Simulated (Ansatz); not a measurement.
**LiZnF3 (model cell, started as cubic perovskite with Zn in the octahedra): from the cell to its phonons**

Aim: the phonons of LiZnF3 (model cell, started as cubic perovskite with Zn in the octahedra) at a cell relaxed beforehand at this level. After the zone centre comes a 4×4×4 q mesh on a 8×8×8 k mesh.

Calculated with Ansatz 0.2.0; DFT PBEsol, scalar-relativistic, plane waves, PAW; PAW set soft_1.

The structure was built from a prototype and need not be the compound's stable phase.

### 1. The structure

It takes space group Pm-3m (No. 221, cubic). Conventional cell: a = 3.968 Å, b = 3.968 Å, c = 3.968 Å, α = 90.00°, β = 90.00°, γ = 90.00°. Nearest to Li lie 12 F at 2.81 Å. Zn has 6 F at 1.98 Å nearest. F has 2 Zn at 1.98 Å nearest. Farther neighbours and most contacts between anions are not listed.

### 2. Modes at Γ

The cell comes from relaxations at this level that are not shown. The zone centre comes first: it holds the modes that light can see, as far as symmetry allows. The response to a homogeneous field gives the Born charges and the dielectric tensor.

Contents of input.yaml:

```yaml
crystal:
  lattice:
    - [3.9677040432, 0.0, 0.0]
    - [0.0, 3.9677040432, 0.0]
    - [0.0, 0.0, 3.9677040432]
  atoms:
    - { symbol: Li, position: [0.0, 0.0, 0.0] }
    - { symbol: Zn, position: [0.5, 0.5, 0.5] }
    - { symbol: F, position: [0.5, 0.5, 0.0] }
    - { symbol: F, position: [0.5, 0.0, 0.5] }
    - { symbol: F, position: [0.0, 0.5, 0.5] }
kpoints:
  mp_grid: { grid: [8, 8, 8] }
hamiltonian:
  xc: pbesol
  pseudopotentials: { kind: paw, azcp: { folder: soft_1 }, xc_functional: pbe }
scf:
  occupations: { method: fixed }
output:
  eigenvalues: true
phonons:
  method: dfpt
  dielectric: true
  rigid_motions: translations
```

Command:

```sh
$ ansatz run input.yaml --threads 4 --pin off --max-ram 16384MiB --backend cpu --events-out ev --progress --plain --runs-dir out
```

Numbers of over 12 decimals in the logs are rounded to 6 here.

What it wrote:

```text
Engine: ansatz 0.2.0, x86_64-unknown-linux-gnu
Pseudopotentials: kind: paw
Pseudopotential: Li, paw, valence charge 3, recommended cutoff 420 eV (normal), soft_1/Li.paw.azcp
Pseudopotential: Zn, paw, valence charge 12, recommended cutoff 420 eV (normal), soft_1/Zn.paw.azcp
Pseudopotential: F, paw, valence charge 7, recommended cutoff 420 eV (normal), soft_1/F.paw.azcp
Functional definition: PBEsol
  exchange = pbesol_x
  correlation = pbesol_c
Crystal: 5 atoms, lattice volume = 62.462 Å³
Basis set: ecut = 420 eV, 1213 PW (Γ), exchange–correlation on 54×54×54 points (8 copies of the dense FFT grid, shifted against one another)
Bands: 23, of which v1, the nominal top of the filled ones, is band 18 counted from 1 (17 counted from 0)
Symmetry: 48 space group operations
k-points: 170 of 512 (irreducible under 2 space group operations, time reversal used)
Non-local potential: Li, projectors of the file, l = 0: 3, l = 1: 2, l = 2: 1
Non-local potential: Zn, projectors of the file, l = 0: 2, l = 1: 2, l = 2: 3, l = 3: 1
Non-local potential: F, projectors of the file, l = 0: 2, l = 1: 2, l = 2: 1
PAW form: soft (Blöchl's): semilocal exchange-correlation on the pseudo side does not see the compensation charge
PAW frozen core: Zn, regenerated for the run's functional, and the local potential with it (the file was generated under x = pbe(κ = 0.804, μ = 0.219515), c = pbe(β = 0.066725))
PAW frozen core: F, regenerated for the run's functional, and the local potential with it (the file was generated under x = pbe(κ = 0.804, μ = 0.219515), c = pbe(β = 0.066725))
PAW one-centre angular grid: Li, 110 points (default); XC on 64 Gauss nodes
PAW one-centre angular grid: Zn, 590 points (default); XC on 64 Gauss nodes
PAW one-centre angular grid: F, 110 points (default); XC on 64 Gauss nodes
Initial density: superposition of atomic densities (chi_scale 0.1, normalization cell, long waves kept (reshape's long-wave potential 0.03 eV rms))
Initial wavefunctions: pseudopotential atomic-orbital guess
Functional: x = pbesol(κ = 0.804, μ = 0.123457), c = pbesol(β = 0.046)
SCF iter   1: F=—  HF=-5893.265929 eV  |F-HF|=—  |Δ(HF+E_count)|=         —  Δρ=1.82e-1  dr2=1.26e1  ethr=3.10e-3  ⟨swp⟩=4.3  Hψ=17887  notcnv=0  defer=352
preconditioner: auto → Resta (q_TF=auto, 2.489 Å⁻¹)  ε∞=3.7  [insulator: Δε(μ)=2.900 eV  Ē_g=16.802 eV  n_scr=18 (ndim 8)  ℏωp=27.4 eV  f_vac=0.010  ε∞_Penn≈3.7]
SCF iter   2: F=—  HF=-5888.911272 eV  |F-HF|=—  |Δ(HF+E_count)|=    4.35e0  Δρ=4.01e-2  dr2=8.04e-1  ethr=3.10e-3  ⟨swp⟩=3.0  Hψ=11267  notcnv=0  defer=411
SCF iter   3: F=—  HF=-5888.465671 eV  |F-HF|=—  |Δ(HF+E_count)|=   4.46e-1  Δρ=2.14e-2  dr2=3.11e-1  ethr=2.23e-3  ⟨swp⟩=2.0  Hψ=7998  notcnv=0  defer=483
SCF iter   4: F=—  HF=-5888.415326 eV  |F-HF|=—  |Δ(HF+E_count)|=   5.03e-2  Δρ=1.06e-2  dr2=2.82e-2  ethr=8.64e-4  ⟨swp⟩=2.4  Hψ=6603  notcnv=0  defer=480
SCF iter   5: F=—  HF=-5888.447884 eV  |F-HF|=—  |Δ(HF+E_count)|=   3.26e-2  Δρ=6.99e-3  dr2=1.80e-2  ethr=7.83e-5  ⟨swp⟩=2.9  Hψ=8238  notcnv=0  defer=496
SCF iter   6: F=—  HF=-5888.441586 eV  |F-HF|=—  |Δ(HF+E_count)|=   6.30e-3  Δρ=3.16e-3  dr2=3.30e-3  ethr=5.01e-5  ⟨swp⟩=2.2  Hψ=6393  notcnv=0  defer=496
SCF iter   7: F=—  HF=-5888.441177 eV  |F-HF|=—  |Δ(HF+E_count)|=   4.09e-4  Δρ=6.66e-4  dr2=1.95e-4  ethr=9.16e-6  ⟨swp⟩=2.1  Hψ=6553  notcnv=0  defer=502
SCF iter   8: F=—  HF=-5888.441202 eV  |F-HF|=—  |Δ(HF+E_count)|=   2.47e-5  Δρ=8.65e-5  dr2=5.99e-6  ethr=5.41e-7  ⟨swp⟩=2.0  Hψ=6458  notcnv=0  defer=502
SCF iter   9: F=—  HF=-5888.441203 eV  |F-HF|=—  |Δ(HF+E_count)|=   1.08e-6  Δρ=2.41e-5  dr2=2.66e-7  ethr=1.66e-8  ⟨swp⟩=2.4  Hψ=6296  notcnv=0  defer=172
SCF iter  10: F=—  HF=-5888.441203 eV  |F-HF|=—  |Δ(HF+E_count)|=   5.03e-7  Δρ=2.28e-6  dr2=2.63e-9  ethr=7.39e-10  ⟨swp⟩=2.0  Hψ=6738  notcnv=0  defer=170
SCF iter  11: F=—  HF=-5888.441203 eV  |F-HF|=—  |Δ(HF+E_count)|=   3.82e-9  Δρ=4.81e-7  dr2=1.03e-10  ethr=7.31e-12  ⟨swp⟩=2.0  Hψ=6794  notcnv=0  defer=170
SCF iter  12: F=-5888.441203 eV  HF=-5888.441203 eV  |F-HF|=1.64e-11  |Δ(HF+E_count)|=  2.54e-10  Δρ=1.08e-7  dr2=7.12e-12  ethr=1.00e-12  ⟨swp⟩=11.1  Hψ=22665  notcnv=0
SCF 1 converged in 12 iterations: F = -5888.441203 eV  dr2 = 7.12e-12
  greatest PAW one-centre occupation: 0.999 electrons in one spin orbital (limit 2), on the Li atom at site 0 (counted from 0), in its partial waves of l = 0
DFPT response loops at Γ: preconditioner auto → none (the input reference at scf.mixing.eps_inf says where Resta's filter doesn't serve); β = 0.50; Broyden in place of MSR1
SCF converged after 12 iterations
Free energy (F): -5888.441203 eV
Harris-Foulkes:  -5888.441203 eV  (|F-HF|=1.64e-11)
Internal energy: -5888.441203 eV  (E = F + TS)
E sigma→0 (E₀):  -5888.441203 eV
Fermi energy:    2.616982 eV
--- Per-component energies (eV) ---
  E_band       = -217.983533
  E_kinetic    = 753.081377
  E_local      = -4452.989431  (includes V_loc(G=0)·N_el)
  E_nonlocal   = 1073.921020
  E_hartree    = 1712.264893
  E_xc         = -312.712639
  E_vxc        = -354.652487  (∫ρ·V_xc dr)
  E_paw        = -2481.889139  (= ΣΔE_a)
  E_vpaw       = -661.875802  (= ΣTr[D̂ρ^β])
  E_aug_tail   = 0.002100  (compensation charges beyond the density's cutoff)
  E_ewald      = -2181.044068
  E_core_change = 0.924684  (= ΣΔE_core)
  E_smearing   = -0.000000  (= −TS)
  E_closure    = -0.000000  (closes the sum)
  Σ components = -5888.441203   (vs F -5888.441203, Δ=0.00e0)
--- Band table (eV; the first three rows and the last of 170) ---
  k-point 0: bands = [... 14 lower, 0.1672, 0.2433, 0.2433, 0.2433, 5.6968, 10.1296, 13.4353, 13.4353, ... 1 higher]
  k-point 1: bands = [... 14 lower, 0.2010, 0.2898, 0.2898, 0.3809, 5.9815, 10.2676, 12.5777, 13.3930, ... 1 higher]
  k-point 2: bands = [... 14 lower, 0.2220, 0.4316, 0.4316, 0.6652, 6.7213, 10.4838, 11.6454, 13.2884, ... 1 higher]
  k-point 169: bands = [... 14 lower, 0.7927, 0.7927, 2.6170, 2.6170, 10.5318, 11.9437, 11.9437, 11.9437, ... 1 higher]
--- Phonons (Γ-DFPT): 4 representative perturbations + reference, on 170 of 512 k-points (Σ response iterations 15) ---
  k mesh reduced under 2 symmetry operations, with k and −k counted as one. Each operation leaves every solved perturbation unchanged. A smaller set is not considered because the run solves the response to a homogeneous field
  ASR residual: 2.590e-4 → 0.000e0 eV/Å²; symmetrization residual: 1.386e-6 eV/Å²
  ASR residual per site (eV/Å²): 1.99e-4 2.59e-4 9.52e-5 9.52e-5 9.52e-5
  Γ frequencies (cm⁻¹): -231.11 -231.11 -231.11 -40.21 -40.21 -40.21 0.00 0.00 0.00 187.72 187.72 187.72 488.99 488.99 488.99
  ε∞ (high-frequency dielectric tensor):
        2.289975    -0.000000     0.000000
        0.000000     2.289975     0.000000
        0.000000     0.000000     2.289975
  softest optical mode at Γ: -231.11 cm⁻¹; the repairs (sum rule, projections) moved no ω² at Γ by more than (2.94 cm⁻¹)²
  Born effective charges Z* (e; rows j = field, columns β = displacement):
    site 0:
         1.20764    0.00000    0.00000
        -0.00000    1.20764    0.00000
         0.00000    0.00000    1.20764
    site 1:
         2.20743    0.00000    0.00000
         0.00000    2.20743    0.00000
         0.00000    0.00000    2.20743
    site 2:
        -0.85758    0.00000    0.00000
         0.00000   -0.85758    0.00000
         0.00000    0.00000   -1.69990
    site 3:
        -0.85758    0.00000    0.00000
        -0.00000   -1.69990    0.00000
         0.00000    0.00000   -0.85758
    site 4:
        -1.69990    0.00000    0.00000
        -0.00000   -0.85758    0.00000
         0.00000    0.00000   -0.85758
  Z* charge neutrality: 1.326e-5 e pre-enforcement
  k-mesh period / interband length: 31.7 Å / 1.04 Å = 30.58 at k = (0.0000, 0.0000, 0.0000), direct gap 5.453 eV — 14 or more, which is no proof of convergence
  optical modes at Γ without the LO–TO term, one row a degenerate level:
      ω (cm⁻¹)  modes    IR ((D/Å)²/amu)
       -231.11      3            22.1453
        -40.21      3             0.0000
        187.72      3             1.4785
        488.99      3            11.9649
  optical modes at Γ + LO–TO along q̂ = [1.0000, 0.0000, 0.0000]:
      ω (cm⁻¹)  modes    IR ((D/Å)²/amu)
       -231.11      2            14.7636
        -40.21      3             0.0000
        120.58      1             1.5903
        187.72      2             0.9857
        239.39      1             2.5928
        488.99      2             7.9766
        570.95      1             7.6798
  optical modes at Γ + LO–TO along q̂ = [0.0000, 1.0000, 0.0000]:
      ω (cm⁻¹)  modes    IR ((D/Å)²/amu)
       -231.11      2            14.7636
        -40.21      3             0.0000
        120.58      1             1.5903
        187.72      2             0.9857
        239.39      1             2.5928
        488.99      2             7.9766
        570.95      1             7.6798
  optical modes at Γ + LO–TO along q̂ = [0.0000, 0.0000, 1.0000]:
      ω (cm⁻¹)  modes    IR ((D/Å)²/amu)
       -231.11      2            14.7636
        -40.21      3             0.0000
        120.58      1             1.5903
        187.72      2             0.9857
        239.39      1             2.5928
        488.99      2             7.9766
        570.95      1             7.6798
```

Wall time 35 s (4 threads of Intel Xeon Platinum 8375C at 2.90GHz (Ice Lake), shared host); peak memory 1.2 GiB; 2.1 min of CPU time.

Numbers from this step:

| Quantity | Value |
| --- | --- |
| gap on the k-mesh | 3.080 eV |
| volume per atom | 12.49 Å³ |
| sum-rule residual before enforcement | 2.59e-4 eV/Å² |
| miss of the charge sum rule | 1.33e-5 e |
| point group | m-3m |
| highest optical mode at the zone centre (no LO-TO term) | 489.0 cm⁻¹ |
| lowest optical zone-centre mode | -231.1 cm⁻¹ |
| mean high-frequency dielectric constant | 2.29 |
| largest Born charge (third of the trace) | 2.207 e |
| top of the zone-centre spectrum with the field | 571.0 cm⁻¹ |

Without the LO-TO term. Patterns of degenerate modes are one choice out of their space. Modes at Γ, with each element's share of the kinetic energy (negative means imaginary):

```
mode  frequency (cm⁻¹)  symmetry  Li %  Zn %  F %
   1            -231.1       T1u    79     1   20
   2            -231.1       T1u    79     1   20
   3            -231.1       T1u    79     1   20
   4             -40.2       T2u     0     0  100
   5             -40.2       T2u     0     0  100
   6             -40.2       T2u     0     0  100
   7               0.0  acoustic     5    51   44
   8               0.0  acoustic     5    51   44
   9               0.0  acoustic     5    51   44
  10             187.7       T1u    15    37   47
  11             187.7       T1u    15    37   47
  12             187.7       T1u    15    37   47
  13             489.0       T1u     0    12   88
  14             489.0       T1u     0    12   88
  15             489.0       T1u     0    12   88
```

Displacements in mode 2 (-231.1 cm⁻¹), the largest set to 1:
```
Li1 -0.18 -0.26  1.00
Zn2  0.00 -0.01  0.03
F3   0.04  0.06 -0.02
F4   0.04  0.01 -0.22
F5   0.00  0.06 -0.22
```

Displacements in mode 12 (187.7 cm⁻¹), the largest set to 1:
```
Li1  0.29  0.80 -1.00
Zn2 -0.15 -0.40  0.50
F3   0.22  0.59  0.12
F4   0.22 -0.09 -0.74
F5  -0.03  0.59 -0.74
```

Optical modes at the zone centre, without and with the macroscopic field of the longitudinal modes; each column is sorted by frequency, so a row need not hold one and the same mode. Modes with and without the field, by row:

```
rank among optical modes  no field (cm⁻¹)  q along (1, 0, 0) (cm⁻¹)
                       1           -231.1                    -231.1
                       2           -231.1                    -231.1
                       3           -231.1                     -40.2
                       4            -40.2                     -40.2
                       5            -40.2                     -40.2
                       6            -40.2                     120.6
                       7            187.7                     187.7
                       8            187.7                     187.7
                       9            187.7                     239.4
                      10              489                       489
                      11              489                       489
                      12              489                       571
```

Born charge (rows field, columns displacement) (e), principal values of the symmetric part by kind of site:

```
atom  atoms with these values    low  middle   high   mean
 Li1                        1   1.21    1.21   1.21   1.21
 Zn2                        1   2.21    2.21   2.21   2.21
  F3                        3  -1.70   -0.86  -0.86  -1.14
```

In full for Zn2:

```
2.21 0.00 0.00
0.00 2.21 0.00
0.00 0.00 2.21
```

High-frequency dielectric tensor:

```
2.29 0.00 0.00
0.00 2.29 0.00
0.00 0.00 2.29
```

Transverse modes; imaginary modes are left out. Infrared lines, with heights relative to the strongest:

```
position (cm⁻¹)  label  relative intensity
            188    T1u                  12
            489    T1u                 100
```

Before it was imposed, the acoustic sum rule was missed by 2.6e-4 eV/Å² and the charge sum rule by 1.3e-5 e. Small misses are needed for a sound result but don't prove that mesh and cutoff are converged. The lowest optical mode is imaginary, 231.1i cm⁻¹, so the energy falls along it.

(Continued in part 2 of 2.)

[Logs are printed without paths, hosts, clocks, repeated set-up lines and the standing remarks that a program may print on its own settings, such as how far it seeks lower states.]

[Hosts, paths, dates, database ids (printed as entryN), source tags and the programs' standing remarks are cut or masked in the printed files.]
